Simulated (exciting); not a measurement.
# LuTlSe2: the Se K edge from the Bethe–Salpeter equation, part 2 of 2

How far do the exchange and direct terms reshape the Se K edge of LuTlSe2?

exciting sodium; X-ray absorption, core-level Bethe-Salpeter equation, exchange and statically screened direct term, Tamm-Dancoff, all-electron LAPW+lo LDA.

So far. Step 6 (Exchange alone): Maxima (height): 5.5 eV (0.85) and 18.3 eV (0.52). The spectrum is that of the independent-particle run within 1 %. Step 7 (Local-field cutoff): Wall time by task: xsgeneigvec 23 s, screen 8.8 min, scrcoulint 11 min, exccoulint 13 min, bse 10 s.

## (8) Coarser mesh

Changed against the first singlet run: k mesh from 3×3×3 to 2×2×2.

Input file input.xml:

```
<input>
  <title>LuTlSe2</title>
  <structure speciespath="." autormt="false" epslat="1.0e-5">
    <crystal>
      <basevect>3.8541833053 2.2252137689 14.6233092982</basevect>
      <basevect>-3.8541833053 2.2252137689 14.6233092982</basevect>
      <basevect>0.0000000000 -4.4504275376 14.6233092982</basevect>
    </crystal>
    <species speciesfile="Tl.xml" rmt="2.300">
      <atom coord="0.5000000000 0.5000000000 0.5000000000"/>
    </species>
    <species speciesfile="Lu.xml" rmt="2.300">
      <atom coord="0.0000000000 0.0000000000 0.0000000000"/>
    </species>
    <species speciesfile="Se.xml" rmt="2.300">
      <atom coord="0.2668681600 0.2668681600 0.2668681600"/>
      <atom coord="0.7331318400 0.7331318400 0.7331318400"/>
    </species>
  </structure>
  <groundstate do="skip" xctype="LDA_PW" ngridk="3 3 3" rgkmax="7" gmaxvr="14" nempty="8" swidth="0.001" maxscl="100" epsengy="1e-5"/>
  <xs xstype="BSE" ngridk="2 2 2" ngridq="2 2 2" vkloff="0.097 0.273 0.493" rgkmax="7" nempty="47" gqmax="3" lmaxapwwf="5" lmaxemat="2" broad="0.04300" tevout="true">
    <energywindow intv="457.987 459.604" points="439"/>
    <screening screentype="full" nempty="75"/>
    <BSE xas="true" xasspecies="3" xasatom="1" xasedge="K" bsetype="singlet" nstlxas="1 43"/>
    <qpointset>
      <qpoint>0 0 0</qpoint>
    </qpointset>
    <plan>
      <doonly task="xsgeneigvec"/>
      <doonly task="writepmatxs"/>
      <doonly task="scrgeneigvec"/>
      <doonly task="scrwritepmat"/>
      <doonly task="screen"/>
      <doonly task="scrcoulint"/>
      <doonly task="exccoulint"/>
    </plan>
  </xs>
</input>
```

Input file input.xml for the last start (plan only):

```
  <plan>
    <doonly task="bse"/>
  </plan>
```

Started as:

```console
OMP_NUM_THREADS=1 mpirun -n 4 exciting
OMP_NUM_THREADS=4 exciting
```

Numbers of over 12 decimals in the logs are rounded to 6 here.

Output:

```text
| EXCITING SODIUM started for task xsgeneigvec ( 301)                          =
One-shot GS runs for BSE calculations
One-shot GS runs for k+qmt/2 grids
Info(xsgeneigvec): Generating eigenvectors for Q-point      1
Info(xsgeneigvec): Generation of eigenvectors finished
| EXCITING SODIUM started for task writepmatxs ( 320)                          =
Info(writepmatxs): Momentum matrix elements finished
| EXCITING SODIUM started for task scrgeneigvec ( 401)                         =
One-shot GS runs for BSE calculations
One-shot GS runs for k+qmt/2 grids
[...]
Info(setup_bse_block): Setting up RR part of hamiltonian
Info(setup_bse_block): Singlet spin state
Info(bse): Diagonalizing RR Hamiltonian (TDA)
Info(bse): Invoking Lapack routine ZHEEVR
       688 eigen solutions found in the interval:
         i1=       1 i2=     688
Info(bse): Writing excition energies and oscillator strengths to text file.
Info(makespectrum_dist): Making spectrum using formula for coupling with time reversed AR basis.
Info(makespectrum_dist): Using formalism for vanishing momentum transfer.
Info(writederived): Writing quantities derived from the macroscopic dielectric function.
Info(bselauncher): Spectrum finished for iqmt=  1
Info(bselauncher): All done for BSE type singlet
```

Elapsed: 5.9 min, on 4 MPI ranks of Intel Xeon at 2.70GHz, shared host.

These settings are cheaper. Against the singlet run the r.m.s. difference is 3 %. The first bright state moves from -0.41 to -0.36 eV. The lowest bare transition of this run lies at 0.32 eV, against 0.00. A coarse mesh samples few band energies, and it inflates the long-range part of the attraction.

| E (eV) | first run | this run |
| --- | --- | --- |
| -8.0 | 0.03 | 0.03 |
| -7.0 | 0.03 | 0.03 |
| -6.0 | 0.04 | 0.04 |
| -5.0 | 0.05 | 0.06 |
| -4.0 | 0.07 | 0.07 |
| -3.0 | 0.10 | 0.11 |
| -2.0 | 0.17 | 0.18 |
| -1.0 | 0.31 | 0.33 |
| 0.0 | 0.53 | 0.55 |
| 1.0 | 0.68 | 0.68 |
| 2.0 | 0.81 | 0.80 |
| 3.0 | 0.91 | 0.92 |
| 4.0 | 0.99 | 1.00 |
| 5.0 | 0.79 | 0.78 |
| 6.0 | 0.60 | 0.60 |
| 7.0 | 0.49 | 0.50 |
| 8.0 | 0.47 | 0.47 |
| 9.0 | 0.46 | 0.44 |
| 10.0 | 0.44 | 0.42 |
| 11.0 | 0.43 | 0.42 |
| 12.0 | 0.43 | 0.45 |
| 13.0 | 0.42 | 0.43 |
| 14.0 | 0.40 | 0.42 |
| 15.0 | 0.40 | 0.43 |
| 16.0 | 0.39 | 0.41 |
| 17.0 | 0.40 | 0.40 |
| 18.0 | 0.39 | 0.37 |
| 19.0 | 0.34 | 0.33 |

## (9) From independent particles to the full kernel

| level | curve passes 0.15 (eV) | highest maximum (eV) | its height |
| --- | --- | --- | --- |
| IP | -0.6 | 5.5 | 0.85 |
| RPA | -0.6 | 5.5 | 0.85 |
| singlet | -2.1 | 3.8 | 1.00 |

| E (eV) | IP | RPA | singlet |
| --- | --- | --- | --- |
| -8.0 | 0.02 | 0.02 | 0.03 |
| -7.0 | 0.02 | 0.02 | 0.03 |
| -6.0 | 0.03 | 0.03 | 0.04 |
| -5.0 | 0.03 | 0.03 | 0.05 |
| -4.0 | 0.04 | 0.04 | 0.07 |
| -3.0 | 0.06 | 0.06 | 0.10 |
| -2.0 | 0.08 | 0.08 | 0.17 |
| -1.0 | 0.13 | 0.13 | 0.31 |
| 0.0 | 0.23 | 0.23 | 0.53 |
| 1.0 | 0.35 | 0.35 | 0.68 |
| 2.0 | 0.45 | 0.45 | 0.81 |
| 3.0 | 0.50 | 0.50 | 0.91 |
| 4.0 | 0.59 | 0.59 | 0.99 |
| 5.0 | 0.81 | 0.81 | 0.79 |
| 6.0 | 0.82 | 0.82 | 0.60 |
| 7.0 | 0.66 | 0.66 | 0.49 |
| 8.0 | 0.55 | 0.55 | 0.47 |
| 9.0 | 0.52 | 0.52 | 0.46 |
| 10.0 | 0.48 | 0.48 | 0.44 |
| 11.0 | 0.47 | 0.47 | 0.43 |
| 12.0 | 0.46 | 0.46 | 0.43 |
| 13.0 | 0.47 | 0.47 | 0.42 |
| 14.0 | 0.47 | 0.47 | 0.40 |
| 15.0 | 0.48 | 0.48 | 0.40 |
| 16.0 | 0.48 | 0.48 | 0.39 |
| 17.0 | 0.48 | 0.48 | 0.40 |
| 18.0 | 0.51 | 0.51 | 0.39 |
| 19.0 | 0.50 | 0.50 | 0.34 |

## (10) Outcome

```json
{
  "absorber and edge": "Se K, atom 3",
  "surroundings": "3 Lu at 2.82 Å and 3 Tl at 3.31 Å (distorted octahedral, site symmetry 3m)",
  "first bright state": "-0.41 eV from the Kohn–Sham onset, on this mesh",
  "highest maximum": "3.8 eV",
  "cost of the BSE run": "28 min on 4 MPI ranks of Intel Xeon at 2.70GHz, shared host; the last task ran on as many threads"
}
```

In words: Is a core exciton bound? Undecided on this mesh: the first bright state (over 5 % of the brightest) lies at -0.41 eV from the Kohn–Sham onset. Changing the cutoff of the screened term (bohr⁻¹) from 3 to 4 alters the spectrum by 2 % r.m.s. Exchange alone changes the independent-particle spectrum by 0.0 % r.m.s. Binding energies aren't converged on 27 k points, and fine structure above the first lines is partly noise of the mesh. Exchange and the short-range direct term aren't converged in the kernel cutoff. The zero comes from the shifted mesh, which comes near the band minimum without meeting it. The Kohn–Sham onset, 12474 eV, is no photon energy (tabulated edge of the element: 12658 eV): the scale needs a rigid shift. Bands and screening come from semilocal DFT, whose small gap overscreens. Vibrations and energy-dependent lifetimes are left out. The structure is a Materials Project entry, computed there, and may be a hypothetical form.

[Banner, clock and machine lines of the logs are left out without a mark of their own.]

[Logs are printed without paths, hosts, clocks, repeated set-up lines and the standing remarks that a program may print on its own settings, such as how far it seeks lower states.]

[Hosts, paths, dates, database ids (printed as entryN), source tags and the programs' standing remarks are cut or masked in the printed files.]
